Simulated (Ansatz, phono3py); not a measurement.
# Heat carried by phonons in KBr (Fm-3m), part 4 of 4

Wanted: κ(T), lifetimes and mean free paths for KBr.

Experimental results on record:
- thermal conductivity 3.4 W/m/K near room temperature (given in “Combining the AFLOW GIBBS and Elastic Libraries to efficiently and robustly screen thermo-mechanical properties of solids”, 2017, arXiv:1611.05714)
- thermal conductivity 3.4 W/m/K near room temperature (given in “Predicting the lattice thermal conductivity of solids by solving the Boltzmann transport equation: AFLOW - AAPL an automated, accurate and efficient framework”, 2017, arXiv:1611.05481)

Ansatz 0.2.0; DFT LDA, scalar-relativistic, plane waves, PAW; PAW set soft_1.

So far, κ at 300 K (relaxation time) (W/m/K): step 6 (a cheap rung, k-mesh 6×6×6, q-mesh of the transport sums …) 4.81. Also highest frequency (cm⁻¹): step 6 172. The relaxed cell has a = 6.372 Å (conventional setting).

### Step 7. Third-order constants on small settings, k-mesh 4×4×4, q-mesh of the transport sums 17×17×17

A small supercell and a short cutoff cost little, and show how far such settings carry.

Contents of input.yaml:

```yaml
crystal:
  lattice:
    - [0.0, 3.1859975229, 3.1859975229]
    - [3.1859975229, 0.0, 3.1859975229]
    - [3.1859975229, 3.1859975229, 0.0]
  atoms:
    - { symbol: K, position: [0.0, 0.0, 0.0] }
    - { symbol: Br, position: [0.5, 0.5, 0.5] }
kpoints:
  mp_grid: { grid: [4, 4, 4] }
hamiltonian:
  xc: lda
  pseudopotentials: { kind: paw, azcp: { folder: soft_1 }, xc_functional: pbe }
scf:
  occupations: { method: fixed }
  lower_state_search: "off"
output:
  eigenvalues: true
phonons:
  method: fd
  dielectric: true
  qmesh: [4, 4, 4]
  temperatures: { t_max: 1000, t_step: 50 }
  qpath:
    path:
      - [[0.0, 0.0, 0.0], [0.5, 0.0, 0.5], [0.625, 0.25, 0.625]]
      - [[0.375, 0.375, 0.75], [0.0, 0.0, 0.0], [0.5, 0.5, 0.5], [0.5, 0.25, 0.75], [0.5, 0.0, 0.5]]
    npoints: 10
  third_order: { supercell: [2, 2, 2], pair_cutoff: 3.336 }
  lattice_thermal_conductivity:
    qmesh: [17, 17, 17]
    temperatures: [100.0, 150.0, 200.0, 300.0, 400.0, 500.0]
    isotope_mass_variance:
      - { species: Br, variance: 0.0001563 }
      - { species: K, variance: 0.000164 }
```

On the command line:

```sh
$ ansatz run input.yaml --threads 8 --pin off --max-ram 19456MiB --backend cpu --events-out ev --progress --plain --runs-dir out
```

Numbers of over 12 decimals in the logs are rounded to 6 here.

The program printed:

```text
[...]
Crystal: 8 atoms, lattice volume = 258.718 Å³
Basis set: ecut = 420 eV, 5037 PW (Γ), FFT grids on a1, a2, −2a1−2a2+a3
Bands: 40, of which v1, the nominal top of the filled ones, is band 32 counted from 1 (31 counted from 0)
Symmetry: 32 space group operations
k-points: 9 of 16
[...]
SCF iter   1: F=—  HF=-16774.596357 eV  |F-HF|=—  |Δ(HF+E_count)|=         —  Δρ=1.01e-7  dr2=9.82e-12  ethr=1.00e-12  ⟨swp⟩=3.0  Hψ=974  notcnv=0
[...]
SCF iter   2: F=-16774.596357 eV  HF=-16774.596357 eV  |F-HF|=0.00e0  |Δ(HF+E_count)|=    0.00e0  Δρ=5.41e-8  dr2=2.77e-12  ethr=1.00e-12  ⟨swp⟩=3.0  Hψ=932  notcnv=0
SCF 1 converged in 2 iterations: F = -16774.596357 eV  dr2 = 2.77e-12
[...]
Crystal: 2 atoms, lattice volume = 64.679 Å³
Basis set: ecut = 420 eV, 1243 PW (Γ), exchange–correlation on 64×64×64 points (8 copies of the dense FFT grid, shifted against one another)
Bands: 12, of which v1, the nominal top of the filled ones, is band 8 counted from 1 (7 counted from 0)
Symmetry: 48 space group operations
k-points: 13 of 64 (irreducible under 8 space group operations, time reversal used)
[...]
SCF iter   7: F=-4193.649090 eV  HF=-4193.649090 eV  |F-HF|=2.82e-11  |Δ(HF+E_count)|=  5.28e-11  Δρ=2.76e-7  dr2=3.29e-11  ethr=1.00e-12  ⟨swp⟩=4.9  Hψ=566  notcnv=0
SCF 2 converged in 7 iterations: F = -4193.649090 eV  dr2 = 3.29e-11
[...]
── the response to a field inside a basis, on 4×4×4 k-points: an SCF that follows is theirs, and a resumed run solves both again ──
Bands: 9, of which v1, the nominal top of the filled ones, is band 8 counted from 1 (7 counted from 0)
k-points: 10 of 64 (irreducible under 12 space group operations)
[...]
Eigensolver: Dense (10 Hₖ)
SCF iter   1: F=—  HF=-4193.649483 eV  |F-HF|=—  |Δ(HF+E_count)|=         —  Δρ=4.66e-5  dr2=1.46e-6  ethr=1.00e-1
[...]
SCF iter   2: F=-4193.649483 eV  HF=-4193.649483 eV  |F-HF|=6.70e-8  |Δ(HF+E_count)|=   1.66e-7  Δρ=2.28e-5  dr2=8.83e-8  ethr=9.10e-9
SCF 1 converged in 2 iterations: F = -4193.649483 eV  dr2 = 8.83e-8
[...]
Symmetry: 1 space group operations
k-points: 10 of 16 (time reversal used)
[...]
SCF iter   6: F=-16774.596351 eV  HF=-16774.596351 eV  |F-HF|=3.64e-12  |Δ(HF+E_count)|=  5.82e-11  Δρ=3.37e-8  dr2=3.78e-12  ethr=1.00e-12  ⟨swp⟩=5.1  Hψ=1681  notcnv=0
SCF 2 converged in 6 iterations: F = -16774.596351 eV  dr2 = 3.78e-12
[...]
SCF iter   6: F=-16774.596351 eV  HF=-16774.596351 eV  |F-HF|=0.00e0  |Δ(HF+E_count)|=  1.46e-11  Δρ=2.09e-8  dr2=1.41e-12  ethr=1.00e-12  ⟨swp⟩=5.0  Hψ=1679  notcnv=0
SCF 3 converged in 6 iterations: F = -16774.596351 eV  dr2 = 1.41e-12
Basis set: ecut = 420 eV, 5031 PW (Γ), FFT grids on a1, a2, −a1+2a2+a3
Symmetry: 16 space group operations
k-points: 7 of 16
SCF iter   1: F=—  HF=-16774.596358 eV  |F-HF|=—  |Δ(HF+E_count)|=         —  Δρ=1.05e-7  dr2=1.19e-11  ethr=1.00e-12  ⟨swp⟩=3.0  Hψ=764  notcnv=0
[...]
SCF iter   2: F=-16774.596358 eV  HF=-16774.596358 eV  |F-HF|=0.00e0  |Δ(HF+E_count)|=  1.09e-11  Δρ=5.58e-8  dr2=3.10e-12  ethr=1.00e-12  ⟨swp⟩=3.0  Hψ=728  notcnv=0
SCF 4 converged in 2 iterations: F = -16774.596358 eV  dr2 = 3.10e-12
Symmetry: 2 space group operations
k-points: 7 of 16 (time reversal used)
[...]
SCF iter   6: F=-16774.596351 eV  HF=-16774.596351 eV  |F-HF|=3.64e-12  |Δ(HF+E_count)|=  2.18e-11  Δρ=2.71e-8  dr2=2.19e-12  ethr=1.00e-12  ⟨swp⟩=5.0  Hψ=1176  notcnv=0
SCF 5 converged in 6 iterations: F = -16774.596351 eV  dr2 = 2.19e-12
[...]
SCF 6 converged in 7 iterations: F = -16774.596352 eV  dr2 = 1.10e-12
[...]
SCF 7 converged in 6 iterations: F = -16774.596352 eV  dr2 = 1.67e-12
[...]
SCF 8 converged in 3 iterations: F = -16774.596352 eV  dr2 = 3.36e-13
[...]
SCF 9 converged in 6 iterations: F = -16774.596352 eV  dr2 = 1.15e-12
[...]
SCF 10 converged in 3 iterations: F = -16774.596352 eV  dr2 = 2.98e-13
Basis set: ecut = 420 eV, 5075 PW (Γ), FFT grids on a1, a2, −2a1+2a2+a3
[...]
SCF 33 converged in 6 iterations: F = -33549.191797 eV  dr2 = 2.74e-10
[...]
SCF iter   6: F=-33549.189814 eV  HF=-33549.189814 eV  |F-HF|=6.55e-11  |Δ(HF+E_count)|=   1.08e-8  Δρ=3.85e-7  dr2=8.29e-10  ethr=1.00e-12  ⟨swp⟩=3.0  Hψ=1810  notcnv=0
SCF 34 converged in 6 iterations: F = -33549.189814 eV  dr2 = 8.29e-10
[...]
SCF iter   6: F=-33549.191939 eV  HF=-33549.191939 eV  |F-HF|=7.28e-12  |Δ(HF+E_count)|=   2.91e-9  Δρ=1.98e-7  dr2=2.21e-10  ethr=1.00e-12  ⟨swp⟩=4.0  Hψ=1608  notcnv=0
SCF 35 converged in 6 iterations: F = -33549.191939 eV  dr2 = 2.21e-10
[...]
SCF iter   6: F=-33549.190857 eV  HF=-33549.190857 eV  |F-HF|=7.28e-12  |Δ(HF+E_count)|=   1.24e-8  Δρ=3.87e-7  dr2=9.79e-10  ethr=1.00e-12  ⟨swp⟩=3.2  Hψ=2506  notcnv=0
SCF 36 converged in 6 iterations: F = -33549.190857 eV  dr2 = 9.79e-10
[...]
SCF iter   6: F=-33549.191237 eV  HF=-33549.191237 eV  |F-HF|=4.37e-11  |Δ(HF+E_count)|=   1.02e-8  Δρ=2.99e-7  dr2=7.13e-10  ethr=1.00e-12  ⟨swp⟩=3.0  Hψ=1966  notcnv=0
SCF 37 converged in 6 iterations: F = -33549.191237 eV  dr2 = 7.13e-10
[...]
SCF iter   6: F=-33549.190492 eV  HF=-33549.190492 eV  |F-HF|=2.18e-11  |Δ(HF+E_count)|=   1.18e-8  Δρ=3.57e-7  dr2=8.54e-10  ethr=1.00e-12  ⟨swp⟩=3.0  Hψ=1832  notcnv=0
SCF 38 converged in 6 iterations: F = -33549.190492 eV  dr2 = 8.54e-10
[...]
SCF iter   6: F=-33549.190805 eV  HF=-33549.190805 eV  |F-HF|=5.09e-11  |Δ(HF+E_count)|=   1.11e-8  Δρ=3.06e-7  dr2=7.36e-10  ethr=1.00e-12  ⟨swp⟩=3.0  Hψ=2541  notcnv=0
SCF 39 converged in 6 iterations: F = -33549.190805 eV  dr2 = 7.36e-10
[...]
SCF iter   6: F=-33549.191205 eV  HF=-33549.191205 eV  |F-HF|=2.91e-11  |Δ(HF+E_count)|=   8.55e-9  Δρ=3.54e-7  dr2=7.15e-10  ethr=1.00e-12  ⟨swp⟩=3.0  Hψ=1897  notcnv=0
SCF 40 converged in 6 iterations: F = -33549.191205 eV  dr2 = 7.15e-10
[...]
SCF iter   6: F=-33549.190857 eV  HF=-33549.190857 eV  |F-HF|=6.55e-11  |Δ(HF+E_count)|=   1.05e-8  Δρ=3.36e-7  dr2=8.30e-10  ethr=1.00e-12  ⟨swp⟩=3.0  Hψ=2498  notcnv=0
SCF 41 converged in 6 iterations: F = -33549.190857 eV  dr2 = 8.30e-10
[...]
SCF iter   6: F=-33549.190813 eV  HF=-33549.190813 eV  |F-HF|=1.60e-10  |Δ(HF+E_count)|=   1.09e-8  Δρ=3.31e-7  dr2=8.90e-10  ethr=1.00e-12  ⟨swp⟩=3.0  Hψ=2530  notcnv=0
SCF 42 converged in 6 iterations: F = -33549.190813 eV  dr2 = 8.90e-10
[...]
SCF iter   6: F=-33549.190394 eV  HF=-33549.190394 eV  |F-HF|=7.28e-11  |Δ(HF+E_count)|=   1.09e-8  Δρ=3.23e-7  dr2=8.04e-10  ethr=1.00e-12  ⟨swp⟩=3.0  Hψ=1861  notcnv=0
SCF 43 converged in 6 iterations: F = -33549.190394 eV  dr2 = 8.04e-10
SCF converged after 2 iterations
Free energy (F): -16774.596357 eV
[...]
Internal energy: -16774.596357 eV  (E = F + TS)
E sigma→0 (E₀):  -16774.596357 eV
Fermi energy:    1.563783 eV
[...]
--- Band table (eV; the first three rows and the last of 9) ---
  k-point 0: bands = [... 28 lower, 1.2297, 1.5638, 1.5638, 1.5638, 5.8836, 6.9799, 8.4978, 8.4978, ... 4 higher]
  k-point 1: bands = [... 28 lower, 1.3257, 1.3257, 1.3257, 1.3257, 7.2533, 7.2533, 7.9384, 7.9384, ... 4 higher]
  k-point 2: bands = [... 28 lower, 1.3673, 1.3673, 1.3673, 1.3673, 7.4840, 7.4840, 7.7108, 7.7108, ... 4 higher]
  k-point 8: bands = [... 28 lower, 1.1114, 1.1114, 1.1114, 1.1114, 8.0274, 8.0274, 8.7602, 8.7602, ... 4 higher]
--- Phonons: 15 displaced members + 5 references (amplitude of the first 0.0025 Å, Σ member SCF iterations 82) ---
  ASR residual: 7.396e-4 → 0.000e0 eV/Å²; symmetrization residual: 1.645e-4 eV/Å²
  largest component of a force at the reference: 2.5e-29 eV/Å
  ASR residual per site (eV/Å²): 7.40e-4 5.12e-5
  Γ frequencies (cm⁻¹): 0.00 0.00 0.00 129.81 129.81 129.81
  Unit cell's response to a homogeneous field: 3 representative field directions (Σ response iterations 12)
  ε∞ (high-frequency dielectric tensor):
        2.758381    -0.000000    -0.000000
       -0.000000     2.758381    -0.000000
       -0.000000    -0.000000     2.758381
[...]
Born effective charges Z* (e; rows j = field, columns β = displacement):
    site 0:
         1.10064   -0.00000    0.00000
        -0.00000    1.10064    0.00000
         0.00000   -0.00000    1.10064
    site 1:
        -1.10064    0.00000   -0.00000
         0.00000   -1.10064   -0.00000
        -0.00000    0.00000   -1.10064
  Z* charge neutrality: 1.487e-3 e pre-enforcement
  solved inside a basis spanned on the 4×4×4 k-mesh, on 4×4×4 k-points, its susceptibility summed on 8×8×8: ε∞ is read to err by 5.8e-3, Z* by 1.0e-2 e; Z* is corrected for what the basis lacks
  optical modes at Γ without the LO–TO term, one row a degenerate level:
      ω (cm⁻¹)  modes    IR ((D/Å)²/amu)
        129.81      3             3.1938
  optical modes at Γ + LO–TO along q̂ = [1.0000, 0.0000, 0.0000]:
      ω (cm⁻¹)  modes    IR ((D/Å)²/amu)
        129.81      2             2.1292
        171.98      1             1.0646
  optical modes at Γ + LO–TO along q̂ = [0.0000, 1.0000, 0.0000]:
      ω (cm⁻¹)  modes    IR ((D/Å)²/amu)
        129.81      2             2.1292
        171.98      1             1.0646
  optical modes at Γ + LO–TO along q̂ = [0.0000, 0.0000, 1.0000]:
      ω (cm⁻¹)  modes    IR ((D/Å)²/amu)
        129.81      2             2.1292
        171.98      1             1.0646
--- Phonons (by wavevector): 8 wavevectors in 5 supercells ---
  supercell 1 (4 cells, vectors [1, 0, 0], [-1, 1, 1], [0, 0, 4] in multiples of the cell's): 2 displaced members by 0.0025 Å; free energy -16774.596357 eV; taken off its force constants: by the sum rule 2.7e-4, by the symmetrisation 1.1e-4 eV/Å²
[...]
q = [0.0000, 0.0000, 0.0000] (star 1, supercell 1; hermiticity 1.66e-21, symmetrization 1.62e-5): -0.00 -0.00 0.00 129.81 129.81 129.81
[...]
joined force constants: q→R imaginary residual 5.45e-18
[...]
38 force-constant blocks with the first atom in the home cell, fitted with 6 parameters over 4 symmetry orbits; no atom triplet left out
[...]
100.00           16.1073         16.2718           8          converged          6.545e-1
      150.00           10.3597         10.4712           8          converged          6.455e-1
      200.00            7.6945          7.7812           8          converged          6.412e-1
      300.00            5.1198          5.1806           8          converged          6.370e-1
      400.00            3.8566          3.9036           8          converged          6.350e-1
      500.00            3.1050          3.1433           8          converged          6.338e-1
```

Wall time 55 s (8 threads of Arm Neoverse V1, shared host); peak memory 1.7 GiB; 6.7 min of CPU time.

Numbers from this step:

```
Γ frequencies                              : 0, 0, 0, 129.8, 129.8, 129.8 cm⁻¹ (negative: imaginary)
zero-point energy                          : 0.03674 eV/cell
highest frequency                          : 172 cm⁻¹
κ at 300 K (relaxation time)               : 5.12 W/m/K
κ at 300 K (full solution)                 : 5.181 W/m/K
mean free path at half of κ                : 16.9 nm
share of κ above the three lowest branches : 0.052
largest relative sum-rule correction       : 0.03087
```

W/m/K. Kappa, by row:

```tsv
T (K)	RTA xx	RTA yy	RTA zz	full xx	full yy	full zz	coherence part xx	coherence part yy	coherence part zz	ending	iterations	least Ritz value
100	16.11	16.11	16.11	16.27	16.27	16.27	0.02105	0.02105	0.02105	converged	8	0.655
150	10.36	10.36	10.36	10.47	10.47	10.47	0.0307	0.0307	0.0307	converged	8	0.646
200	7.695	7.695	7.695	7.781	7.781	7.781	0.03838	0.03838	0.03838	converged	8	0.641
300	5.12	5.12	5.12	5.181	5.181	5.181	0.05079	0.05079	0.05079	converged	8	0.637
400	3.857	3.857	3.857	3.904	3.904	3.904	0.0609	0.0609	0.0609	converged	8	0.635
500	3.105	3.105	3.105	3.143	3.143	3.143	0.06947	0.06947	0.06947	converged	8	0.634
```

This rung gives 5.12 W/(m K) at 300 K by relaxation time, but with 16 atoms, 1 neighbour distance inside the cutoff and a 17×17×17 mesh it is a test, not the conductivity of the crystal.

### Step 8. Levels and costs side by side

Ladder, by row:

```tsv
cells or q mesh	k mesh	pair cutoff	atoms in the supercell	q-mesh of the transport sums	κ at 300 K (relaxation time) (W/m/K)	κ at 300 K (full solution) (W/m/K)	core-minutes
2x2x2	6x6x6	3.336	16	11×11×11	4.81	4.821	14.6
4x4x4	4x4x4	3.336	16	17×17×17	5.12	5.181	6.7
```

### Step 9. Results

* conductivity: not obtained on sound settings

**Reading.** No conductivity was obtained: no run with a large enough supercell and cutoff finished.

[Logs are printed without paths, hosts, clocks, repeated set-up lines and the standing remarks that a program may print on its own settings, such as how far it seeks lower states.]

[Hosts, paths, dates, database ids (printed as entryN), source tags and the programs' standing remarks are cut or masked in the printed files.]

[A step with changed settings may run another functional than the one named; its input shows which.]
